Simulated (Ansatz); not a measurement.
# SbP (model cell, started as CsCl type): the cell at rest

Task: relax SbP (model cell, started as CsCl type) tightly.

Method: DFT PBEsol, scalar-relativistic, plane waves, PAW, in Ansatz 0.2.0.

The structure was built from a prototype and need not be the compound's stable phase.

## Step 1: Set-up

It takes space group Pm-3m (No. 221, cubic). Conventional cell: a = 3.302 Å, b = 3.302 Å, c = 3.302 Å, α = 90.00°, β = 90.00°, γ = 90.00°. Nearest to Sb lie 8 P at 2.86 Å. P has 8 Sb at 2.86 Å nearest. Farther neighbours are not listed.

## Step 2: Probe on a coarse mesh

First a cheap look: the gap decides the mesh and the occupations, the pressure tells how far the cell has to move.

File input.yaml:

```yaml
crystal:
  lattice:
    - [3.30244, 0.0, 0.0]
    - [0.0, 3.30244, 0.0]
    - [0.0, 0.0, 3.30244]
  atoms:
    - { symbol: Sb, position: [0.0, 0.0, 0.0] }
    - { symbol: P, position: [0.5, 0.5, 0.5] }
kpoints:
  mp_grid: { grid: [6, 6, 6] }
hamiltonian:
  xc: pbesol
scf:
  occupations: { method: gaussian, width: 0.1 }
output:
  forces: true
  stress: true
  eigenvalues: true
```

Command:

```sh
$ ansatz run input.yaml --threads 4 --pin off --max-ram 7168MiB --backend cpu --events-out ev --progress --plain --runs-dir out
```

Numbers of over 12 decimals in the logs are rounded to 6 here.

The program printed:

```text
Engine: ansatz 0.2.0, aarch64-unknown-linux-gnu
Pseudopotentials: kind: paw
Pseudopotential: Sb, paw, valence charge 15, recommended cutoff 420 eV (normal), Sb.paw.azcp
Pseudopotential: P, paw, valence charge 5, recommended cutoff 420 eV (normal), P.paw.azcp
Functional definition: PBEsol
  exchange = pbesol_x
  correlation = pbesol_c
Crystal: 2 atoms, lattice volume = 36.017 Å³
[...]
--- Band table (eV; the first three rows and the last of 20) ---
  k-point 0: bands = [... 6 lower, 9.0916, 11.0539, 11.0539, 11.0539, 16.2770, 16.2770, 21.0117, 21.0117]
  k-point 1: bands = [... 6 lower, 7.1221, 11.4287, 11.4287, 11.6340, 16.5901, 18.1979, 19.5535, 19.5535]
  k-point 2: bands = [... 6 lower, 4.1841, 12.5033, 12.5033, 12.6982, 16.7091, 17.0149, 17.0149, 17.4925]
  k-point 19: bands = [... 6 lower, 6.9732, 9.7631, 9.7631, 9.7631, 9.9461, 9.9461, 9.9461, 30.7110]
[key lines of the parts left out:]
SCF converged after 6 iterations
Free energy (F): -7147.167929 eV
Fermi energy:    13.578015 eV
P = ⅓ Tr σ = 10.4969 GPa (104.969 kbar)
```

Run time: 0.49 s. Hardware: 4 threads of Arm Neoverse V2, shared host; peak memory 0.28 GiB; 0.87 s of CPU time.

This step gave:

* pressure: 10.50 GPa
* volume per atom: 18.01 Å³
* gap on the k-mesh: 0 eV

The coarse mesh shows no gap and a pressure of 10.5 GPa.

## Step 3: Rough relaxation

A rough relaxation comes first, because large forces or stress need no tight tolerances yet.

input.yaml, as its differences from that of step 2:

```diff
@@ -18 +18,6 @@
   eigenvalues: true
+relax:
+  adjacent_minimum: "off"
+  f_tol: 0.05
+  max_steps: 80
+  cell: { stress_tol: 0.5 }
```

The program printed:

```text
[...]
Crystal: 2 atoms, lattice volume = 36.017 Å³
Basis set: ecut = 420 eV, 739 PW (Γ), exchange–correlation on 48×48×48 points (8 copies of the dense FFT grid, shifted against one another)
Bands: 14, of which v1, the nominal top of the filled ones, is band 10 counted from 1 (9 counted from 0)
Symmetry: 48 space group operations
[...]
k-points: 20 of 216
[...]
--- Relaxed structure (4 steps of the walk, 4 accepted, 1 SCFs on fresh bases) ---
  F+E_penalty+E_count = -7147.27756185 eV   max|allowed force component| = 2.876e-31 eV/Å   (the final SCF, on the basis selected at the relaxed cell)
  cell:  # Å, volume = 39.6384 Å³
    - [3.409615, 0, 0]
    - [0, 3.409615, 0]
    - [0, 0, 3.409615]
  atoms:
    - { symbol: Sb, position: [0, 0, 0] }
    - { symbol: P, position: [0.5, 0.5, 0.5] }
[key lines of the parts left out:]
SCF converged after 6 iterations
Free energy (F): -7147.277562 eV
Fermi energy:    11.876744 eV
P = ⅓ Tr σ = 0.1173 GPa (1.173 kbar)
```

The job ended after 1.4 s (4 threads; peak memory 0.3 GiB).

The steps of the relaxation:

```csv
step,energy less that of the first step (eV),largest force component (eV/Å),pressure (GPa),volume (Å³)
1,0.0000,0.0000,10.50,36.02
2,-0.0866,0.0000,-3.43,41.55
3,-0.1074,0.0000,-0.73,40.03
4,-0.1083,0.0000,0.10,39.64
5*,-0.1096,0.0000,0.12,39.64
```

Relaxation steps marked * repeat the geometry before them on a plane-wave basis chosen anew for their cell, so energy and pressure can jump there.

Forces are held to the 48 operations that the run works with; a distortion that breaks them can't arise in this run.

```csv
"conventional cell, symmetrised",before,after,change
a (Å),3.302,3.410,+3.2 %
b (Å),3.302,3.410,+3.2 %
c (Å),3.302,3.410,+3.2 %
volume (Å³/atom),18.01,19.82,+10.1 %
```

Final coordinates:

```xyz
2
Lattice="3.4096 0.0000 0.0000 0.0000 3.4096 0.0000 0.0000 0.0000 3.4096" Properties=species:S:1:pos:R:3 pbc="T T T"
Sb    0.0000    0.0000    0.0000
P     1.7048    1.7048    1.7048
```

This step gave:

```yaml
pressure: 0.1173 GPa
volume_per_atom: 19.82 Å³
```

In this step the volume went from 18.01 to 19.82 Å³/atom.

## Step 4: Bringing the structure to rest

Harmonic phonons are second derivatives at a point where the forces vanish, and they are wanted at zero stress, so atoms and cell are relaxed first.

File input.yaml:

```yaml
crystal:
  lattice:
    - [3.4096146275, 0.0, 0.0]
    - [0.0, 3.4096146275, 0.0]
    - [0.0, 0.0, 3.4096146275]
  atoms:
    - { symbol: Sb, position: [0.0, 0.0, 0.0] }
    - { symbol: P, position: [0.5, 0.5, 0.5] }
kpoints:
  mp_grid: { grid: [12, 12, 12] }
hamiltonian:
  xc: pbesol
scf:
  occupations: { method: gaussian, width: 0.1 }
output:
  forces: true
  stress: true
  eigenvalues: true
  write_density: true
  write_potential: true
  elf: true
  volumetric_format: npy
relax:
  adjacent_minimum: "off"
  f_tol: 0.005
  max_steps: 80
  cell: { stress_tol: 0.05 }
```

The program printed:

```text
[...]
Crystal: 2 atoms, lattice volume = 39.638 Å³
Basis set: ecut = 420 eV, 751 PW (Γ), exchange–correlation on 48×48×48 points (8 copies of the dense FFT grid, shifted against one another)
Bands: 14, of which v1, the nominal top of the filled ones, is band 10 counted from 1 (9 counted from 0)
[... 1 set-up line as in the run before ...]
[...]
k-points: 84 of 1728
[...]
SCF iter   1: F=—  HF=-7147.369631 eV  |F-HF|=—  |Δ(HF+E_count)|=         —  Δρ=7.36e-3  dr2=4.48e-2  ethr=1.77e-3  ⟨swp⟩=5.5  Hψ=6836  notcnv=0
[...]
SCF iter   7: F=-7147.356466 eV  HF=-7147.356466 eV  |F-HF|=3.19e-9  |Δ(HF+E_count)|=   3.49e-8  Δρ=2.17e-6  dr2=3.99e-9  ethr=5.00e-10  ⟨swp⟩=7.8  Hψ=5884  notcnv=0
SCF 1 converged in 7 iterations: F = -7147.356466 eV  dr2 = 3.99e-9
[...]
relax step   1: F+E_penalty+E_count = -7147.35646642 eV  Δ(F+E_penalty+E_count) = +0.000e0 eV  max|allowed force component| = 9.401e-30 eV/Å  Δτ_max = 0.0000 Å  P = -0.175 GPa  Ω = 39.638 Å³  (7 SCF iters, dr2 threshold 1.00e-7 eV, accepted)
Crystal: 2 atoms, lattice volume = 39.488 Å³
[...]
SCF iter   6: F=-7147.356519 eV  HF=-7147.356519 eV  |F-HF|=1.82e-12  |Δ(HF+E_count)|=  1.82e-12  Δρ=4.37e-8  dr2=5.26e-13  ethr=1.00e-12  ⟨swp⟩=5.7  Hψ=5995  notcnv=0
SCF 2 converged in 6 iterations: F = -7147.356519 eV  dr2 = 5.26e-13
relax step   2: F+E_penalty+E_count = -7147.35651859 eV  Δ(F+E_penalty+E_count) = -5.217e-5 eV  max|allowed force component| = 4.766e-31 eV/Å  Δτ_max = 0.0000 Å  P = +0.157 GPa  Ω = 39.488 Å³  energy of the carried Pulay correction = +4.331e-5 eV  (6 SCF iters, accepted)
Crystal: 2 atoms, lattice volume = 39.559 Å³
[...]
SCF iter   7: F=-7147.356533 eV  HF=-7147.356533 eV  |F-HF|=0.00e0  |Δ(HF+E_count)|=  3.64e-12  Δρ=2.42e-9  dr2=6.60e-16  ethr=1.00e-12  ⟨swp⟩=5.0  Hψ=5231  notcnv=0
SCF 3 converged in 7 iterations: F = -7147.356533 eV  dr2 = 6.60e-16
relax step   3: F+E_penalty+E_count = -7147.35653279 eV  Δ(F+E_penalty+E_count) = -1.420e-5 eV  max|allowed force component| = 1.726e-31 eV/Å  Δτ_max = 0.0000 Å  P = -0.001 GPa  Ω = 39.559 Å³  energy of the carried Pulay correction = +2.283e-5 eV  (7 SCF iters, accepted)
[...]
SCF iter   1: F=—  HF=-7147.356515 eV  |F-HF|=—  |Δ(HF+E_count)|=         —  Δρ=2.01e-6  dr2=2.10e-10  ethr=7.79e-8  ⟨swp⟩=3.7  Hψ=10446  notcnv=0
eigensolver tolerance schedule: the retry pair's looser diagonalisation over-reported the residual by 74289.11 of it (diagonalisation noise at an unbounded share of the residual, at the tolerance the schedule requests for it); recorded, not acted on — ethr = c·dr2/N_el stays at c = 1.0e-1
[...]
SCF iter   2: F=—  HF=-7147.356511 eV  |F-HF|=—  |Δ(HF+E_count)|=   3.93e-6  Δρ=1.31e-6  dr2=1.60e-10  ethr=1.05e-12  ⟨swp⟩=3.4  Hψ=2780  notcnv=0
[...]
SCF iter   8: F=-7147.356511 eV  HF=-7147.356511 eV  |F-HF|=1.82e-12  |Δ(HF+E_count)|=  1.82e-12  Δρ=3.91e-10  dr2=3.72e-17  ethr=1.00e-12  ⟨swp⟩=4.1  Hψ=4621  notcnv=0
SCF 4 converged in 8 iterations: F = -7147.356511 eV  dr2 = 3.72e-17
relax step   4: F+E_penalty+E_count = -7147.35651108 eV  Δ(F+E_penalty+E_count) = +2.172e-5 eV  max|allowed force component| = 2.547e-31 eV/Å  Δτ_max = 0.0000 Å  P = -0.001 GPa  Ω = 39.559 Å³  stress off target by 6.30e-4 GPa  SCF on the basis re-selected at this cell (its energy is not comparable with the rows above)  (8 SCF iters)
basis re-selected at this cell: Δ(F+E_penalty+E_count) = +2.172e-5 eV, ΔP = -0.000 GPa vs the last step (what re-selecting the basis moved, of the pressure what is left beyond the Pulay correction that the steps carried, after the strain that the cell walked since its last selection, with what the two solves' SCF thresholds leave and, on support functions, any second-order correction that the steps lacked; it is no m [...]
SCF converged after 8 iterations
Free energy (F): -7147.356511 eV
[...]
Internal energy: -7147.350695 eV  (E = F + TS)
E sigma→0 (E₀):  -7147.353603 eV
Entropy (-TS):   -0.005816 eV (-2.908 meV/atom)
Fermi energy:    11.929340 eV
[...]
--- Stress (GPa, compression-positive) ---
       -0.000630       0.000000      -0.000000
        0.000000      -0.000630       0.000000
        0.000000       0.000000      -0.000630
  P = ⅓ Tr σ = -0.0006 GPa (-0.006 kbar)
--- Band table (eV; the first three rows and the last of 84) ---
  k-point 0: bands = [... 6 lower, 6.9155, 9.6852, 9.6852, 9.6852, 14.9456, 14.9456, 18.5027, 18.5027]
  k-point 1: bands = [... 6 lower, 6.4993, 9.7283, 9.7716, 9.7716, 15.0222, 15.4907, 18.1563, 18.1733]
  k-point 2: bands = [... 6 lower, 5.4795, 9.9138, 10.0284, 10.0284, 15.2511, 16.4087, 17.3301, 17.3301]
  k-point 83: bands = [... 6 lower, 5.0696, 8.5799, 8.5799, 8.5799, 8.7280, 8.7280, 8.7280, 28.0564]
--- Relaxed structure (3 steps of the walk, 3 accepted, 1 SCFs on fresh bases) ---
[...]
cell:  # Å, volume = 39.5589 Å³
    - [3.407335, 0, 0.0]
    - [0, 3.407335, 0]
    - [0.0, 0, 3.407335]
  atoms:
    - { symbol: Sb, position: [0, 0, 0] }
    - { symbol: P, position: [0.5, 0.5, 0.5] }
```

It took 3 s on 4 threads; peak memory 0.37 GiB; 11 s of CPU time.

Little changed from the start: no atom moved by 0.005 Å and no cell edge by 0.1 %.

Numbers from this step:

```
pressure        : -6.30e-4 GPa
volume per atom : 19.78 Å³
```

ELF in the ac plane at fractional y = 0.000, with atoms of Sb within 0.2 Å of it. It is the smooth field of the valence electrons, not physical close to the nuclei.

Ten even steps from '_' (0.00) to '@' (0.37), each cell a mean:
```
____--%%@@@@**==##@@@@##::__
..::**@@@@%%++==**@@@@%%++::
**##@@@@@@%%++==++%%@@@@%%##
@@@@@@@@%%**==--==**@@@@@@@@
@@@@@@%%**==------==**%%@@@@
##****++==----------==++**##
========------::------======
****++++==----------==++++**
@@@@%%##++==------==**%%%%@@
@@@@@@@@%%++==--==**%%@@@@@@
##%%@@@@@@##++==++%%@@@@@@%%
::--**@@@@%%++==**@@@@@@**--
____--%%@@@@**==**@@@@##::__
____::##@@@@**==##@@@@**..__
```
Columns run along a (3.4 Å), rows up along c (3.4 Å). Atoms in or near the plane, at fractional coordinates: Sb at (0.00, 0.00).

Valence density in the ac plane at fractional y = 0.000, with atoms of Sb within 0.2 Å of it. It is the smooth field of the valence electrons, not physical close to the nuclei.

Ten steps, logarithmic in the rise over the least value, from '0' (0 e/Å³) to '9' (21 e/Å³), each cell a mean:
```
98642100012478
76531000012357
54321000001234
22110000000122
11000000000011
00000000000000
00000000000000
00000000000000
11000000000001
22110000000112
43321000001234
76431000001356
98632100012468
99742100012579
```
Columns run along a (3.4 Å), rows up along c (3.4 Å). Atoms in or near the plane, at fractional coordinates: Sb at (0.00, 0.00).

Electrostatic potential energy in the ac plane at fractional y = 0.000, with atoms of Sb within 0.2 Å of it. With pseudopotentials it is smooth inside the atoms' cores, unlike the true potential.

Ten even steps from '_' (-16 eV) to '@' (15 eV), each cell a mean:
```
______..==##%%@@%%##--______
______::++%%@@@@@@##==..____
____..==##%%@@@@@@%%**--..__
----++##%%@@@@@@@@@@%%**==--
####%%%%@@@@@@@@@@@@@@%%####
%%%%@@@@@@@@@@@@@@@@@@@@@@%%
@@@@@@@@@@@@@@@@@@@@@@@@@@@@
%%@@@@@@@@@@@@@@@@@@@@@@@@%%
####%%%%@@@@@@@@@@@@@@%%%%##
====**##%%@@@@@@@@@@%%##++==
__..::++##%%@@@@@@%%##==::..
______::**%%@@@@@@%%++..____
______..==##@@@@%%##--______
________==##%%@@%%##--______
```
Columns run along a (3.4 Å; values clipped at the 3rd and 97th percentile), rows up along c (3.4 Å). Atoms in or near the plane, at fractional coordinates: Sb at (0.00, 0.00).

In this step the volume went from 19.82 to 19.78 Å³/atom.

## Step 5: Relaxing to small forces for the phonons

Phonons need a cell at rest on their own settings, so the relaxation is repeated with tight tolerances on forces and stress on the k mesh and occupations of the first response run.

File input.yaml:

```yaml
crystal:
  lattice:
    - [3.4073349826, 0.0, 0.0]
    - [0.0, 3.4073349826, 0.0]
    - [0.0, 0.0, 3.4073349826]
  atoms:
    - { symbol: Sb, position: [0.0, 0.0, 0.0] }
    - { symbol: P, position: [0.5, 0.5, 0.5] }
kpoints:
  mp_grid: { grid: [12, 12, 12] }
hamiltonian:
  xc: pbesol
scf:
  occupations: { method: methfessel_paxton, width: 0.15 }
output:
  forces: true
  stress: true
  eigenvalues: true
relax:
  adjacent_minimum: "off"
  f_tol: 0.001
  max_steps: 60
  cell: { stress_tol: 0.01 }
```

The program printed:

```text
[...]
Crystal: 2 atoms, lattice volume = 39.559 Å³
Basis set: ecut = 420 eV, 751 PW (Γ), exchange–correlation on 48×48×48 points (8 copies of the dense FFT grid, shifted against one another)
Bands: 14, of which v1, the nominal top of the filled ones, is band 10 counted from 1 (9 counted from 0)
[... 1 set-up line as in the run before ...]
[...]
k-points: 84 of 1728
[...]
k-point 83: bands = [... 6 lower, 5.0699, 8.5798, 8.5798, 8.5798, 8.7281, 8.7281, 8.7281, 28.0563]
--- Relaxed structure (1 steps of the walk, 1 accepted, 1 SCFs on fresh bases) ---
[...]
cell:  # Å, volume = 39.5589 Å³
    - [3.4073349826, 0.0, 0.0]
    - [0.0, 3.4073349826, 0.0]
    - [0.0, 0.0, 3.4073349826]
  atoms:
    - { symbol: Sb, position: [0.0, 0.0, 0.0] }
    - { symbol: P, position: [0.500000, 0.500000, 0.500000] }
[key lines of the parts left out:]
SCF converged after 5 iterations
Free energy (F): -7147.353575 eV
Fermi energy:    11.929160 eV
P = ⅓ Tr σ = 0.0005 GPa (0.005 kbar)
```

Elapsed: 1.5 s, on 4 threads; peak memory 0.36 GiB; 5.2 s of CPU time.

Little changed from the start: no atom moved by 0.005 Å and no cell edge by 0.1 %.

Numbers from this step:

```yaml
pressure: 4.96e-4 GPa
```

The forces vanish by symmetry and the pressure is 0.000 GPa, within the tolerances set. The cell now holds 19.78 Å³/atom.

## Step 6: Outcome

| Item | Value |
| --- | --- |
| space group after relaxation (within 0.01 Å) | Pm-3m |
| lattice constant a | 3.407 Å |
| lattice constant b | 3.407 Å |
| lattice constant c | 3.407 Å |
| volume per atom | 19.8 Å³ |

The forces vanish by symmetry and the pressure is 0.000 GPa, within the tolerances set. The cell now holds 19.78 Å³/atom. The relaxation keeps the symmetry of its start, so it says nothing on stability against lower symmetry. Spin-orbit coupling is left out, which can matter for the heavy elements here. The starting cell was built on a prototype and not taken from a measurement, so the phase need not exist.

[Logs are printed without paths, hosts, clocks, repeated set-up lines and the standing remarks that a program may print on its own settings, such as how far it seeks lower states.]

[Hosts, paths, dates, database ids (printed as entryN), source tags and the programs' standing remarks are cut or masked in the printed files.]
